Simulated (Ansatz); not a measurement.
**Dielectric response of MgO (110) films**

Wanted: ε of rocksalt MgO (110) by finite fields on slabs, and the band edges against the vacuum where run.

Program: Ansatz 0.2.0. Level of theory: plane-wave DFT, PBE, Ansatz PAW, in the first sound run; inputs show where later runs differ. Results are calculated unless marked as measured.

Experimental background.

For MgO, rocksalt (bulk crystal), “Electronic structure of alkaline earth and post-transition metal oxides” (2009, arxiv:0908.1581) quotes earlier work: band gap (literature experimental gap) 7.83 eV [Literature value based on experiment; other listed experimental values range from 7.7 to …].

“Infrared Optical Properties of Ferropericlase (Mg1-xFexO): Experiment and Theory” (2007, arxiv:0704.2267) reports for MgO, rocksalt, by infrared reflectance, oscillator fit (wedged single crystal slab, 295 K): ε∞ (high-frequency dielectric constant) 2.95 ± 0.1.

Report form: the programs' logs are mostly left out.

## 1. The structure

The cell holds 10 atoms: 5 Mg and 5 O. Its edges and angles: a = 2.977 Å, b = 4.210 Å, c = 23.954 Å, α = 90.0°, β = 90.0°, γ = 90.0°. It derives from MgO (rocksalt MgO). Vacuum lies along c.

## 2. Relaxation, 10 atoms, units 5

The structure is relaxed first, because levels and dipoles at a surface follow the positions of the outer atoms.

input.yaml

```yaml
crystal:
  lattice:
    - [2.97691955, 0.0, 0.0]
    - [0.0, 4.21, 0.0]
    - [0.0, 0.0, 23.9538390976]
  atoms:
    - { symbol: Mg, position: [0.5, 0.5, 0.375722654] }
    - { symbol: O, position: [0.5, 0.0, 0.375722654] }
    - { symbol: Mg, position: [0.0, 0.0, 0.437861327] }
    - { symbol: O, position: [0.0, 0.5, 0.437861327] }
    - { symbol: Mg, position: [0.5, 0.5, 0.5] }
    - { symbol: O, position: [0.5, 0.0, 0.5] }
    - { symbol: Mg, position: [0.0, 0.0, 0.562138673] }
    - { symbol: O, position: [0.0, 0.5, 0.562138673] }
    - { symbol: Mg, position: [0.5, 0.5, 0.624277346] }
    - { symbol: O, position: [0.5, 0.0, 0.624277346] }
kpoints:
  mp_grid: { grid: [10, 6, 1] }
hamiltonian:
  xc: pbe
scf:
  occupations: { method: fixed }
  convergence: { dr2_threshold: 1.0e-09 }
efield:
  axis: 3
  dipole_correction: true
  ramp_position: 0.97
  ramp_width: 0.06
relax:
  f_tol: 0.003
  max_steps: 100
output:
  write_potential: true
  write_density: true
  volumetric_format: npy
```

Run with:

```console
$ ansatz run input.yaml --threads 4 --pin off --max-ram 8192MiB --backend cpu --events-out ev --progress --plain --runs-dir out
```

Run time: 38 s. Hardware: 4 threads of Arm Neoverse V1, shared host; peak memory 0.71 GiB.

Relaxation path:

```
step  energy less that of the first step (eV)  largest force component (eV/Å)
   1                                   0.0000                          0.9791
   2                                  -0.1158                          0.5779
   3                                  -0.1846                          0.0263
   4                                  -0.1848                          0.0057
   5                                  -0.1849                          0.0013
```

Forces are held to the 4 operations that the run works with; a distortion that breaks them can't arise in this run.

The atoms that moved most (Å):

```
atom     dx     dy      dz  length
 Mg7  0.000  0.000   0.085   0.085
 Mg3  0.000  0.000  -0.085   0.085
 Mg1  0.000  0.000   0.081   0.081
 Mg9  0.000  0.000  -0.081   0.081
  O4  0.000  0.000  -0.038   0.038
  O8  0.000  0.000   0.038   0.038
```

The relaxed structure:

```cif
data_structure
_symmetry_space_group_name_H-M 'P 1'
_symmetry_Int_Tables_number 1
_cell_length_a 2.9769
_cell_length_b 4.2100
_cell_length_c 23.9538
_cell_angle_alpha 90.000
_cell_angle_beta 90.000
_cell_angle_gamma 90.000
_cell_volume 300.21
loop_
_atom_site_label
_atom_site_type_symbol
_atom_site_fract_x
_atom_site_fract_y
_atom_site_fract_z
_atom_site_occupancy
Mg1 Mg 0.50000 0.50000 0.37912 1
O2 O 0.50000 0.00000 0.37565 1
Mg3 Mg 0.00000 0.00000 0.43430 1
O4 O 0.00000 0.50000 0.43628 1
Mg5 Mg 0.50000 0.50000 0.50000 1
O6 O 0.50000 0.00000 0.50000 1
Mg7 Mg 0.00000 0.00000 0.56570 1
O8 O 0.00000 0.50000 0.56372 1
Mg9 Mg 0.50000 0.50000 0.62088 1
O10 O 0.50000 0.00000 0.62435 1
```

This step gave:

```yaml
gap_on_the_k_mesh: 1.878 eV
dipole_along_the_normal: 5.50e-7 e·Å
ionisation_energy_upper_face: 4.569 eV
electron_affinity_upper_face: 2.692 eV
```

Running mean over 1.488 Å of the planar mean; the ramp of the sawtooth is left out. Electron's electrostatic potential energy less the highest filled level against z:

z (Å), electron's electrostatic potential energy less the highest filled level (eV) and a bar from the least value:
```
      3.0       4.57 ##############################
      3.5       4.57 ##############################
      4.0       4.57 ##############################
      4.5       4.57 ##############################
      5.0       4.57 ##############################
      5.5       4.57 ##############################
      6.0       4.56 ##############################
      6.5       4.52 ##############################
      7.0       4.40 ##############################
      7.5       3.92 ############################
      8.0       1.79 #######################
      8.5      -2.75 ###########
      9.0      -5.62 ####
      9.5      -6.86 
     10.0      -6.94 
     10.5      -6.21 ##
     11.0      -5.62 ####
     11.5      -5.63 ####
     12.0      -5.89 ###
     12.5      -5.60 ####
     13.0      -5.66 ###
     13.5      -6.27 ##
     14.0      -7.00 
     14.5      -6.78 #
     15.0      -5.46 ####
     15.5      -2.35 ############
     16.0       2.11 ########################
     16.5       3.99 #############################
     17.0       4.42 ##############################
     17.5       4.53 ##############################
     18.0       4.56 ##############################
     18.5       4.57 ##############################
     19.0       4.57 ##############################
     19.5       4.57 ##############################
     20.0       4.57 ##############################
     20.5       4.57 ##############################
```

The relaxation took 5 steps and lowered the energy by 0.18 eV; the largest force on the free atoms ends at 0.0013 eV/Å.

The gap is 1.88 eV, with the valence edge 4.57 eV and the conduction edge 2.69 eV under the upper vacuum level.

## 3. Single point on the relaxed film, 10 atoms, units 5

The film was relaxed beforehand; a single point on the relaxed positions gives its levels and potential.

input.yaml, the sections that differ from step 2:

```yaml
crystal:
  lattice:
    - [2.97691955, 0.0, 0.0]
    - [0.0, 4.21, 0.0]
    - [0.0, 0.0, 23.9538390976]
  atoms:
    - { symbol: Mg, position: [0.5, 0.5, 0.379123233] }
    - { symbol: O, position: [0.5, 0.0, 0.3756539323] }
    - { symbol: Mg, position: [0.0, 0.0, 0.4343001501] }
    - { symbol: O, position: [0.0, 0.5, 0.4362804128] }
    - { symbol: Mg, position: [0.5, 0.5, 0.5000000008] }
    - { symbol: O, position: [0.5, 0.0, 0.4999999998] }
    - { symbol: Mg, position: [0.0, 0.0, 0.5656998509] }
    - { symbol: O, position: [0.0, 0.5, 0.5637195849] }
    - { symbol: Mg, position: [0.5, 0.5, 0.6208767726] }
    - { symbol: O, position: [0.5, 0.0, 0.6243460629] }
output:
  eigenvalues: true
  write_potential: true
  write_density: true
  volumetric_format: npy
# kpoints, hamiltonian, scf, efield: as in step 2
# relax: removed
```

Wall time 12 s (4 threads); peak memory 0.78 GiB; 47 s of CPU time.

Numbers from this step:

```
dipole along the normal       : -1.25e-6 e·Å
ionisation energy, upper face : 4.570 eV
```

Running mean over 1.488 Å of the planar mean; the ramp of the sawtooth is left out. The electron's electrostatic potential energy less the highest filled level by z:

```
z (Å)  electron's electrostatic potential energy less the highest filled level (eV)
  3.0                                                                          4.57
  3.5                                                                          4.57
  4.0                                                                          4.57
  4.5                                                                          4.57
  5.0                                                                          4.57
  5.5                                                                          4.57
  6.0                                                                          4.56
  6.5                                                                          4.52
  7.0                                                                          4.40
  7.5                                                                          3.92
  8.0                                                                          1.79
  8.5                                                                         -2.75
  9.0                                                                         -5.62
  9.5                                                                         -6.86
 10.0                                                                         -6.94
 10.5                                                                         -6.21
 11.0                                                                         -5.62
 11.5                                                                         -5.63
 12.0                                                                         -5.89
 12.5                                                                         -5.60
 13.0                                                                         -5.66
 13.5                                                                         -6.27
 14.0                                                                         -7.00
 14.5                                                                         -6.78
 15.0                                                                         -5.46
 15.5                                                                         -2.35
 16.0                                                                          2.11
 16.5                                                                          3.99
 17.0                                                                          4.42
 17.5                                                                          4.53
 18.0                                                                          4.56
 18.5                                                                          4.57
 19.0                                                                          4.57
 19.5                                                                          4.57
 20.0                                                                          4.57
 20.5                                                                          4.57
```

The gap is 1.88 eV, with the valence edge 4.57 eV and the conduction edge 2.69 eV under the upper vacuum level.

## 4. Single point, 10 atoms, units 5, field 0.05 V/Å

A sawtooth potential applies the field, turning back in the middle of the vacuum. With the dipole correction the typed value is the field outside the slab. The induced dipole is small, so the SCF threshold is tight.

Edit input.yaml of step 3 so:

```diff
@@ -22,3 +22,3 @@
   occupations: { method: fixed }
-  convergence: { dr2_threshold: 1.0e-09 }
+  convergence: { dr2_threshold: 1.0e-10 }
 efield:
@@ -28,4 +28,4 @@
   ramp_width: 0.06
+  amplitude: 0.05
 output:
-  eigenvalues: true
   write_potential: true
```

Elapsed: 15 s, on 4 threads; peak memory 0.77 GiB; 57 s of CPU time.

This step gave:

- gap on the k-mesh: 1.829 eV
- dipole along the normal: 0.02258 e·Å

The dipole is 0.0226 e·Å, and the gap on the mesh 1.829 eV.

## 5. Atoms held, 10 atoms, units 5, field -0.05 V/Å

Edit input.yaml of step 4 so:

```diff
@@ -28,3 +28,3 @@
   ramp_width: 0.06
-  amplitude: 0.05
+  amplitude: -0.05
 output:
```

Elapsed: 14 s, on 4 threads; peak memory 0.77 GiB; 56 s of CPU time.

The dipole is -0.0226 e·Å, and the gap on the mesh 1.829 eV.

## 6. Response with the atoms held, 10 atoms, units 5

This step: plane-wave DFT, PBE, Ansatz PAW; response to a field along the normal, atoms held (Ansatz 0.2.0).

The two fields give this film's response with the atoms held: the electronic part.

This step gave:

* equivalent conductor thickness p/(ε₀AE): 6.520 Å
* distance between the outer atoms: 5.957 Å
* thickness: 7.442 Å

Local field over the applied field, running mean. From the potentials at -0.05 and 0.05 V/Å; running mean over 1.488 Å, taken twice. Local field over applied field against z:

```
z (Å)  local field over applied field
 4.14                           0.999
 4.58                           0.998
 5.03                           0.995
 5.47                           0.988
 5.77                           0.978
 6.21                           0.952
 6.65                           0.899
 7.10                           0.806
 7.54                           0.671
 7.98                           0.513
 8.43                           0.364
 8.87                           0.262
 9.17                           0.227
 9.61                           0.220
10.05                           0.246
10.50                           0.275
10.94                           0.293
11.39                           0.296
11.83                           0.295
12.12                           0.295
12.57                           0.296
13.01                           0.293
13.46                           0.275
13.90                           0.246
14.34                           0.220
14.79                           0.227
15.08                           0.262
15.53                           0.364
15.97                           0.513
16.41                           0.671
16.86                           0.806
17.30                           0.899
17.74                           0.952
18.19                           0.978
18.48                           0.988
18.93                           0.995
19.37                           0.998
19.81                           0.999
```

The induced electron density oscillates, so the rows of the table below give means over windows of 0.5 Å about each position, cut where the curve ends. Its maxima inside the range that stand out by 2 % of the span (Å: e/Å³ per V/Å): 7.98: 0.00309, 9.02: 0.00122, 10.79: 3.3e-4, 12.12: 6.0e-4, 13.90: 0.00117, 15.23: -1.2e-4. Its minima: 8.72: 1.2e-4, 10.05: -0.00117, 11.83: -6.0e-4, 13.31: -3.3e-4, 14.93: -0.00122, 15.97: -0.00309.

Electrons, planar mean, per unit field. Induced electron density against z; means over each step:

```
z (Å)  induced electron density (e/Å³ per V/Å)
  4.5                                   1.0e-5
  5.0                                   3.0e-5
  5.5                                   8.0e-5
  6.0                                   2.1e-4
  6.5                                   5.0e-4
  7.0                                  0.00111
  7.5                                  0.00217
  8.0                                  0.00297
  8.5                                  0.00152
  9.0                                   7.6e-4
  9.5                                  -4.7e-4
 10.0                                 -0.00111
 10.5                                  -1.9e-4
 11.0                                   2.5e-4
 11.5                                  -6.6e-5
 12.0                                   5.3e-5
 12.5                                  -1.0e-5
 13.0                                  -2.6e-4
 13.5                                   3.0e-4
 14.0                                  0.00113
 14.5                                   3.0e-4
 15.0                                  -7.4e-4
 15.5                                 -0.00175
 16.0                                 -0.00295
 16.5                                 -0.00205
 17.0                                 -0.00104
 17.5                                  -4.7e-4
 18.0                                  -1.9e-4
 18.5                                  -7.4e-5
 19.0                                  -2.7e-5
 19.5                                  -9.2e-6
```

By hand: between -0.05 and 0.05 V/Å the dipole changes by 0.04516 e·Å, a slope of 0.4516 e·Å²/V. A perfect conductor of thickness t has p = ε₀AEt, so t = 180.95 × 0.4516 / 12.533 = 6.52 Å (e/ε₀ = 180.95 V·Å, A in Å²).

The induced dipole is that of a conductor 6.52 Å thick.

## 7. Field on, atoms free, 10 atoms, field 0.05 V/Å

This step: plane-wave DFT, PBE, Ansatz PAW (Ansatz 0.2.0).

Now the atoms may follow the field. A weak field makes forces of meV/Å to tens of meV/Å, so the force tolerance is set well below the usual one.

Edit input.yaml of step 5 so:

```diff
@@ -28,3 +28,6 @@
   ramp_width: 0.06
-  amplitude: -0.05
+  amplitude: 0.05
+relax:
+  f_tol: 0.0006
+  max_steps: 70
 output:
```

Elapsed: 32 s, on 4 threads; peak memory 0.69 GiB; 2.1 min of CPU time.

Hardly anything moved in the relaxation; the energy changed by under 0.2 meV an atom.

This step gave:

```yaml
gap_on_the_k_mesh: 1.868 eV
dipole_along_the_normal: 0.02812 e·Å
```

The relaxation took 4 steps and lowered the energy by 1.4e-4 eV; the largest force on the free atoms ends at 3.8e-4 eV/Å.

The dipole is 0.0281 e·Å, and the gap on the mesh 1.868 eV.

## 8. Relaxing in the field, 10 atoms, field -0.05 V/Å

The opposite sign, again from the field-free geometry; the difference of the two cancels what relaxes without a field.

Edit input.yaml of step 7 so:

```diff
@@ -28,3 +28,3 @@
   ramp_width: 0.06
-  amplitude: 0.05
+  amplitude: -0.05
 relax:
```

Wall time 41 s (4 threads); peak memory 0.7 GiB; 2.7 min of CPU time.

Hardly anything moved in the relaxation; the energy changed by under 0.2 meV an atom.

The relaxation took 5 steps and lowered the energy by 1.4e-4 eV; the largest force on the free atoms ends at 3.8e-4 eV/Å.

The dipole is -0.0281 e·Å, and the gap on the mesh 1.868 eV.

## 9. Response with the atoms relaxed, 10 atoms, units 5

This step: plane-wave DFT, PBE, Ansatz PAW; response to a field along the normal, atoms relaxed (Ansatz 0.2.0).

The two relaxed runs give the static response.

Numbers from this step:

```yaml
equivalent_conductor_thickness_p_eps_0ae: 8.120 Å
```

Local field over the applied field, running mean. From the potentials at -0.05 and 0.05 V/Å; running mean over 1.488 Å, taken twice. Local field over applied field against z:

z (Å), local field over applied field and a bar from the least value:
```
        5      0.996 ##############################
        6      0.971 #############################
        7      0.824 #########################
        8      0.405 ############
        9     -0.004 
       10      0.061 ##
       11      0.141 ####
       12      0.036 #
       13      0.145 ####
       14      0.053 ##
       15      0.011 
       16      0.430 #############
       17      0.837 #########################
       18      0.973 #############################
       19      0.996 ##############################
```

The induced dipole is that of a conductor 8.12 Å thick.

[end of part 1 of 3]

[Logs are printed without paths, hosts, clocks, repeated set-up lines and the standing remarks that a program may print on its own settings, such as how far it seeks lower states.]

[Hosts, paths, dates, database ids (printed as entryN), source tags and the programs' standing remarks are cut or masked in the printed files.]

[Maps of the electrostatic potential energy from Ansatz leave out the sawtooth potential of an applied field or a dipole correction, so their vacuum need not be flat; planar profiles and work functions include it.]
